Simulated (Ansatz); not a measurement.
# Li3ClO (model cell, started as antiperovskite): phonons and vibrational spectra

Aim: the vibrations of Li3ClO (model cell, started as antiperovskite), their spectra, and whether the structure is stable.

Calculated with Ansatz 0.2.0; DFT PBEsol, scalar-relativistic, plane waves, PAW.

### 1. Set-up

It takes space group Pm-3m (No. 221, cubic). Conventional cell: a = 4.406 Å, b = 4.406 Å, c = 4.406 Å, α = 90.00°, β = 90.00°, γ = 90.00°. Cl has 12 Li at 3.12 Å nearest. Nearest to O lie 6 Li at 2.20 Å. Nearest to Li lie 2 O at 2.20 Å. Farther neighbours and most contacts between anions are not listed.

### 2. Rough relaxation

The start is far from rest, so a relaxation with loose tolerances brings it close first.

Contents of input.yaml:

```yaml
crystal:
  lattice:
    - [4.4064, 0.0, 0.0]
    - [0.0, 4.4064, 0.0]
    - [0.0, 0.0, 4.4064]
  atoms:
    - { symbol: Cl, position: [0.0, 0.0, 0.0] }
    - { symbol: O, position: [0.5, 0.5, 0.5] }
    - { symbol: Li, position: [0.5, 0.5, 0.0] }
    - { symbol: Li, position: [0.5, 0.0, 0.5] }
    - { symbol: Li, position: [0.0, 0.5, 0.5] }
kpoints:
  mp_grid: { grid: [4, 4, 4] }
hamiltonian:
  xc: pbesol
scf:
  occupations: { method: gaussian, width: 0.1 }
output:
  forces: true
  stress: true
  eigenvalues: true
relax:
  adjacent_minimum: "off"
  f_tol: 0.05
  max_steps: 80
  cell: { stress_tol: 0.5 }
```

Launch:

```bash
> ansatz run input.yaml --threads 8 --pin off --max-ram 14336MiB --backend cpu --events-out ev --progress --plain --runs-dir out
```

Numbers of over 12 decimals in the logs are rounded to 6 here.

Log:

```text
The last accepted step is kept in <dir> (removed where the run ends without a failure and the disk answers)
Engine: ansatz 0.2.0, aarch64-unknown-linux-gnu
Pseudopotentials: kind: paw
Pseudopotential: Cl, paw, valence charge 7, recommended cutoff 420 eV (normal), Cl.paw.azcp
Pseudopotential: O, paw, valence charge 6, recommended cutoff 420 eV (normal), O.paw.azcp
[...]
cell:  # Å, volume = 56.7330 Å³
    - [3.842482, 0, 0]
    - [0, 3.842482, 0.0]
    - [0, 0.0, 3.842482]
  atoms:
    - { symbol: Cl, position: [0, 0, 0] }
    - { symbol: O, position: [0.500000, 0.500000, 0.500000] }
    - { symbol: Li, position: [0.500000, 0.500000, 0] }
    - { symbol: Li, position: [0.500000, 0, 0.500000] }
    - { symbol: Li, position: [0, 0.500000, 0.500000] }
[key lines of the parts left out:]
SCF converged after 5 iterations
Free energy (F): -2237.297448 eV
Fermi energy:    5.702942 eV
P = ⅓ Tr σ = -0.1191 GPa (-1.191 kbar)
```

Run time: 1.6 s. Hardware: 8 threads of Arm Neoverse V2, shared host; peak memory 0.36 GiB; 7.7 s of CPU time.

Step by step:

```csv
step,energy less that of the first step (eV),largest force component (eV/Å),pressure (GPa),volume (Å³)
1,0.0000,0.0000,-10.04,85.56
2,-0.7118,0.0000,-8.48,73.64
3,-1.1825,0.0000,-4.55,62.89
4,-1.2593,0.0000,3.28,53.87
5,-1.2843,0.0000,0.09,56.73
6*,-1.2776,0.0000,-0.12,56.73
```

Relaxation steps marked * repeat the geometry before them on a plane-wave basis chosen anew for their cell, so energy and pressure can jump there.

Forces are held to the 48 operations that the run works with; a distortion that breaks them can't arise in this run.

```csv
cell as run,before,after,change
a (Å),4.406,3.842,-12.8 %
b (Å),4.406,3.842,-12.8 %
c (Å),4.406,3.842,-12.8 %
volume (Å³/atom),17.11,11.35,-33.7 %
```

A gap read on the k-mesh alone can miss the band edges.

Numbers from this step:

| Property | Result |
| --- | --- |
| pressure | -0.1191 GPa |
| gap on the k-mesh | 4.747 eV |
| volume per atom | 11.35 Å³ |
| direct gap on mesh | 4.747 eV |

In this step the volume went from 17.11 to 11.35 Å³/atom.

### 3. Bringing the structure to rest

The cell and atoms are relaxed, since residual forces and stress would shift the frequencies.

Contents of input.yaml:

```yaml
crystal:
  lattice:
    - [3.8424823669, 0.0, 0.0]
    - [0.0, 3.8424823669, 0.0]
    - [0.0, 0.0, 3.8424823669]
  atoms:
    - { symbol: Cl, position: [0.0, 0.0, 0.0] }
    - { symbol: O, position: [0.5, 0.5, 0.5] }
    - { symbol: Li, position: [0.5, 0.5, 0.0] }
    - { symbol: Li, position: [0.5, 0.0, 0.5] }
    - { symbol: Li, position: [0.0, 0.5, 0.5] }
kpoints:
  mp_grid: { grid: [6, 6, 6] }
hamiltonian:
  xc: pbesol
scf:
  occupations: { method: gaussian, width: 0.02 }
output:
  forces: true
  stress: true
  eigenvalues: true
relax:
  adjacent_minimum: "off"
  f_tol: 0.005
  max_steps: 80
  cell: { stress_tol: 0.05 }
```

Log:

```text
[...]
Crystal: 5 atoms, lattice volume = 56.733 Å³
Basis set: ecut = 420 eV, 1141 PW (Γ), exchange–correlation on 54×54×54 points (8 copies of the dense FFT grid, shifted against one another)
Bands: 16, of which v1, the nominal top of the filled ones, is band 11 counted from 1 (10 counted from 0)
Symmetry: 48 space group operations
[...]
k-points: 20 of 216
[...]
--- Relaxed structure (3 steps of the walk, 3 accepted, 1 SCFs on fresh bases) ---
[...]
cell:  # Å, volume = 56.6059 Å³
    - [3.839610, 0, 0]
    - [0, 3.839610, 0.0]
    - [0, 0.0, 3.839610]
  atoms:
    - { symbol: Cl, position: [0, 0, 0] }
    - { symbol: O, position: [0.500000, 0.500000, 0.500000] }
    - { symbol: Li, position: [0.500000, 0.500000, 0] }
    - { symbol: Li, position: [0.500000, 0, 0.500000] }
    - { symbol: Li, position: [0, 0.500000, 0.500000] }
[key lines of the parts left out:]
SCF converged after 5 iterations
Free energy (F): -2237.298456 eV
Fermi energy:    5.722098 eV
P = ⅓ Tr σ = -0.0055 GPa (-0.055 kbar)
```

Run time: 1.1 s. Hardware: 8 threads; peak memory 0.35 GiB; 5.4 s of CPU time.

Little changed from the start: no atom moved by 0.005 Å and no cell edge by 0.1 %.

Numbers from this step:

```
pressure           : -0.005461 GPa
gap on the k-mesh  : 4.748 eV
volume per atom    : 11.32 Å³
direct gap on mesh : 4.748 eV
```

In this step the volume went from 11.35 to 11.32 Å³/atom.

### 4. Tight relaxation

Phonons need a cell at rest on their own settings, so the relaxation is repeated with tight tolerances on forces and stress, using the mesh and the filling of the phonon run that follows.

Contents of input.yaml:

```yaml
crystal:
  lattice:
    - [3.839609949, 0.0, 0.0]
    - [0.0, 3.839609949, 0.0]
    - [0.0, 0.0, 3.839609949]
  atoms:
    - { symbol: Cl, position: [0.0, 0.0, 0.0] }
    - { symbol: O, position: [0.5, 0.5, 0.5] }
    - { symbol: Li, position: [0.5, 0.5, 0.0] }
    - { symbol: Li, position: [0.5, 0.0, 0.5] }
    - { symbol: Li, position: [0.0, 0.5, 0.5] }
kpoints:
  mp_grid: { grid: [8, 8, 8] }
hamiltonian:
  xc: pbesol
scf:
  occupations: { method: fixed }
output:
  forces: true
  stress: true
  eigenvalues: true
relax:
  adjacent_minimum: "off"
  f_tol: 0.001
  max_steps: 60
  cell: { stress_tol: 0.01 }
```

Log:

```text
[...]
Crystal: 5 atoms, lattice volume = 56.606 Å³
Basis set: ecut = 420 eV, 1141 PW (Γ), exchange–correlation on 54×54×54 points (8 copies of the dense FFT grid, shifted against one another)
Bands: 16, of which v1, the nominal top of the filled ones, is band 11 counted from 1 (10 counted from 0)
Symmetry: 48 space group operations
[...]
k-points: 35 of 512
[...]
--- Relaxed structure (1 steps of the walk, 1 accepted, 1 SCFs on fresh bases) ---
[...]
cell:  # Å, volume = 56.6059 Å³
    - [3.839609949, 0.0, 0.0]
    - [0.0, 3.839609949, 0.0]
    - [0.0, 0.0, 3.839609949]
  atoms:
    - { symbol: Cl, position: [0.0, 0.0, 0.0] }
    - { symbol: O, position: [0.5, 0.5, 0.5] }
    - { symbol: Li, position: [0.5, 0.5, 0.0] }
    - { symbol: Li, position: [0.5, 0.0, 0.5] }
    - { symbol: Li, position: [0.0, 0.5, 0.5] }
[key lines of the parts left out:]
SCF converged after 7 iterations
Free energy (F): -2237.298442 eV
Fermi energy:    3.347984 eV
P = ⅓ Tr σ = -0.0053 GPa (-0.053 kbar)
```

Elapsed: 0.81 s, on 8 threads; peak memory 0.37 GiB; 4.5 s of CPU time.

Little changed from the start: no atom moved by 0.005 Å and no cell edge by 0.1 %.

This step gave:

```yaml
pressure: -0.005312 GPa
```

The forces vanish by symmetry and the pressure is -0.005 GPa, within the tolerances set. The cell now holds 11.32 Å³/atom.

### 5. Linear response at the zone centre

The zone centre comes first: it holds the modes that light can see, as far as symmetry allows. The response to a homogeneous field gives the Born charges and the dielectric tensor.

Changes to input.yaml since step 4:

```diff
@@ -18,9 +18,6 @@
 output:
-  forces: true
-  stress: true
   eigenvalues: true
-relax:
-  adjacent_minimum: "off"
-  f_tol: 0.001
-  max_steps: 60
-  cell: { stress_tol: 0.01 }
+phonons:
+  method: dfpt
+  dielectric: true
+  rigid_motions: translations
```

Log:

```text
[...]
Crystal: 5 atoms, lattice volume = 56.606 Å³
Basis set: ecut = 420 eV, 1141 PW (Γ), exchange–correlation on 54×54×54 points (8 copies of the dense FFT grid, shifted against one another)
Bands: 16, of which v1, the nominal top of the filled ones, is band 11 counted from 1 (10 counted from 0)
Symmetry: 48 space group operations
k-points: 170 of 512 (irreducible under 2 space group operations, time reversal used)
[...]
SCF iter   1: F=—  HF=-2237.312888 eV  |F-HF|=—  |Δ(HF+E_count)|=         —  Δρ=9.39e-3  dr2=4.43e-2  ethr=1.77e-3  ⟨swp⟩=4.2  Hψ=11874  notcnv=0  defer=222
[...]
SCF iter   8: F=-2237.298442 eV  HF=-2237.298442 eV  |F-HF|=2.14e-11  |Δ(HF+E_count)|=   1.11e-9  Δρ=2.01e-7  dr2=1.82e-11  ethr=1.00e-12  ⟨swp⟩=10.9  Hψ=14923  notcnv=0
SCF 1 converged in 8 iterations: F = -2237.298442 eV  dr2 = 1.82e-11
[...]
DFPT response loops at Γ: preconditioner auto → none (the input reference at scf.mixing.eps_inf says where Resta's filter doesn't serve); β = 0.50; Broyden in place of MSR1
SCF converged after 8 iterations
Free energy (F): -2237.298442 eV
[...]
Internal energy: -2237.298442 eV  (E = F + TS)
E sigma→0 (E₀):  -2237.298442 eV
Fermi energy:    3.347983 eV
[...]
--- Band table (eV; the first three rows and the last of 170) ---
  k-point 0: bands = [... 7 lower, 0.2262, 2.8031, 2.8031, 2.8031, 8.2859, 10.2303, 10.2303, 15.3370, ... 1 higher]
  k-point 1: bands = [... 7 lower, 0.2998, 2.6844, 2.7353, 2.7353, 8.5557, 10.1416, 10.5947, 14.1380, ... 1 higher]
  k-point 2: bands = [... 7 lower, 0.5021, 2.4771, 2.5428, 2.5428, 9.1266, 9.9426, 11.6042, 13.0928, ... 1 higher]
  k-point 169: bands = [... 7 lower, -0.4154, 2.5702, 2.5702, 2.5702, 12.1674, 12.1674, 12.1674, 12.2420, ... 1 higher]
--- Phonons (Γ-DFPT): 4 representative perturbations + reference, on 170 of 512 k-points (Σ response iterations 13) ---
  k mesh reduced under 2 symmetry operations, with k and −k counted as one. Each operation leaves every solved perturbation unchanged. A smaller set is not considered because the run solves the response to a homogeneous field
  ASR residual: 3.360e-4 → 0.000e0 eV/Å²; symmetrization residual: 9.649e-7 eV/Å²
  ASR residual per site (eV/Å²): 5.56e-5 2.44e-4 3.36e-4 3.36e-4 3.36e-4
  Γ frequencies (cm⁻¹): 0.00 0.00 0.00 151.07 151.07 151.07 223.75 223.75 223.75 372.06 372.06 372.06 557.58 557.58 557.58
  ε∞ (high-frequency dielectric tensor):
        3.235208     0.000000     0.000000
        0.000000     3.235208     0.000000
        0.000000     0.000000     3.235208
  ε⁰ (static dielectric tensor: ions relaxed, cell fixed):
       15.300738     0.000000     0.000000
        0.000000    15.300738     0.000000
        0.000000     0.000000    15.300738
  ε⁰ − ε∞ (ionic part):
       12.065531     0.000000     0.000000
        0.000000    12.065531     0.000000
        0.000000     0.000000    12.065531
  softest optical mode at Γ: 151.07 cm⁻¹; the repairs (sum rule, projections) moved no ω² at Γ by more than (3.71 cm⁻¹)²
  Born effective charges Z* (e; rows j = field, columns β = displacement):
    site 0:
        -1.26630    0.00000    0.00000
        -0.00000   -1.26630    0.00000
         0.00000    0.00000   -1.26630
    site 1:
        -2.02206    0.00000    0.00000
         0.00000   -2.02206    0.00000
         0.00000    0.00000   -2.02206
    site 2:
         1.14696    0.00000    0.00000
        -0.00000    1.14696    0.00000
         0.00000    0.00000    0.99443
    site 3:
         1.14696    0.00000    0.00000
        -0.00000    0.99443    0.00000
         0.00000    0.00000    1.14696
    site 4:
         0.99443    0.00000    0.00000
        -0.00000    1.14696    0.00000
         0.00000    0.00000    1.14696
  Z* charge neutrality: 8.280e-6 e pre-enforcement
  k-mesh period / interband length: 30.7 Å / 1.30 Å = 23.56 at k = (0.0000, -0.5000, -0.5000), direct gap 4.748 eV — 14 or more, which is no proof of convergence
  optical modes at Γ without the LO–TO term, one row a degenerate level:
      ω (cm⁻¹)  modes    IR ((D/Å)²/amu)
        151.07      3            16.5139
        223.75      3             0.0000
        372.06      3            26.7276
        557.58      3            13.6787
  optical modes at Γ + LO–TO along q̂ = [1.0000, 0.0000, 0.0000]:
      ω (cm⁻¹)  modes    IR ((D/Å)²/amu)
        151.07      2            11.0093
        223.21      1             0.8423
        223.75      3             0.0000
        372.06      2            17.8184
        469.62      1             3.6488
        557.58      2             9.1191
        650.19      1            14.4823
  optical modes at Γ + LO–TO along q̂ = [0.0000, 1.0000, 0.0000]:
      ω (cm⁻¹)  modes    IR ((D/Å)²/amu)
        151.07      2            11.0093
        223.21      1             0.8423
        223.75      3             0.0000
        372.06      2            17.8184
        469.62      1             3.6488
        557.58      2             9.1191
        650.19      1            14.4823
  optical modes at Γ + LO–TO along q̂ = [0.0000, 0.0000, 1.0000]:
      ω (cm⁻¹)  modes    IR ((D/Å)²/amu)
        151.07      2            11.0093
        223.21      1             0.8423
        223.75      3             0.0000
        372.06      2            17.8184
        469.62      1             3.6488
        557.58      2             9.1191
        650.19      1            14.4823
```

Wall time 12 s (8 threads); peak memory 0.89 GiB.

Reading the cycles: dr2 is the Hartree energy of the density residual (eV), the measure of convergence; HF is the Harris–Foulkes estimate of the energy, which meets the free energy F at convergence.

Numbers from this step:

- sum-rule residual before enforcement: 3.36e-4 eV/Å²
- miss of the charge sum rule: 8.28e-6 e
- point group: m-3m
- highest optical mode at the zone centre (no LO-TO term): 557.6 cm⁻¹
- lowest optical zone-centre mode: 151.1 cm⁻¹
- mean high-frequency dielectric constant: 3.235
- largest Born charge (third of the trace): -2.022 e
- mean static dielectric constant: 15.30
- top of the zone-centre spectrum with the field: 650.2 cm⁻¹

Without the LO-TO term. Patterns of degenerate modes are one choice out of their space. Modes at Γ, with each element's share of the kinetic energy:

```
mode  frequency (cm⁻¹)  symmetry  Cl %  O %  Li %
   1               0.0  acoustic    49   22    29
   2               0.0  acoustic    49   22    29
   3               0.0  acoustic    49   22    29
   4             151.1       T1u    48    8    45
   5             151.1       T1u    48    8    45
   6             151.1       T1u    48    8    45
   7             223.8       T2u     0    0   100
   8             223.8       T2u     0    0   100
   9             223.8       T2u     0    0   100
  10             372.1       T1u     3   50    46
  11             372.1       T1u     3   50    46
  12             372.1       T1u     3   50    46
  13             557.6       T1u     0   20    80
  14             557.6       T1u     0   20    80
  15             557.6       T1u     0   20    80
```

Displacements in mode 6 (151.1 cm⁻¹), the largest set to 1:
```
Cl1  0.00  0.71  0.63
O2   0.00 -0.42 -0.38
Li3  0.00 -1.00 -0.58
Li4  0.00 -0.64 -0.90
Li5  0.00 -1.00 -0.90
```

Displacements in mode 13 (557.6 cm⁻¹), the largest set to 1:
```
Cl1  0.00  0.01  0.01
O2   0.00 -0.17 -0.34
Li3  0.00 -0.07  1.00
Li4  0.00  0.50 -0.14
Li5  0.00 -0.07 -0.14
```

Optical modes at the zone centre, without and with the macroscopic field of the longitudinal modes; each column is sorted by frequency, so a row need not hold one and the same mode. Modes with and without the field, by row:

```
rank among optical modes  no field (cm⁻¹)  q along (1, 0, 0) (cm⁻¹)
                       1            151.1                     151.1
                       2            151.1                     151.1
                       3            151.1                     223.2
                       4            223.8                     223.8
                       5            223.8                     223.8
                       6            223.8                     223.8
                       7            372.1                     372.1
                       8            372.1                     372.1
                       9            372.1                     469.6
                      10            557.6                     557.6
                      11            557.6                     557.6
                      12            557.6                     650.2
```

Born charge (rows field, columns displacement) (e), principal values of the symmetric part by kind of site:

```
atom  atoms with these values    low  middle   high   mean
 Cl1                        1  -1.27   -1.27  -1.27  -1.27
  O2                        1  -2.02   -2.02  -2.02  -2.02
 Li3                        3   0.99    1.15   1.15   1.10
```

In full for Cl1:

```
-1.27  0.00  0.00
 0.00 -1.27  0.00
 0.00  0.00 -1.27
```

High-frequency dielectric tensor:

```
3.24 0.00 0.00
0.00 3.24 0.00
0.00 0.00 3.24
```

Static dielectric tensor (ions relaxed, fixed cell):

```
15.30  0.00  0.00
 0.00 15.30  0.00
 0.00  0.00 15.30
```

Transverse modes. Lines of the infrared spectrum (strongest = 100):

```csv
position (cm⁻¹),label,relative intensity
151,T1u,62
224,T2u,0.0
372,T1u,100
558,T1u,51
```

Before it was imposed, the acoustic sum rule was missed by 3.4e-4 eV/Å² and the charge sum rule by 8.3e-6 e. Small misses are needed for a sound result but don't prove that mesh and cutoff are converged. The lowest optical mode is real, 151 cm⁻¹.

(Part 1 of 2 ends here.)

[Logs are printed without paths, hosts, clocks, repeated set-up lines and the standing remarks that a program may print on its own settings, such as how far it seeks lower states.]

[Hosts, paths, dates, database ids (printed as entryN), source tags and the programs' standing remarks are cut or masked in the printed files.]
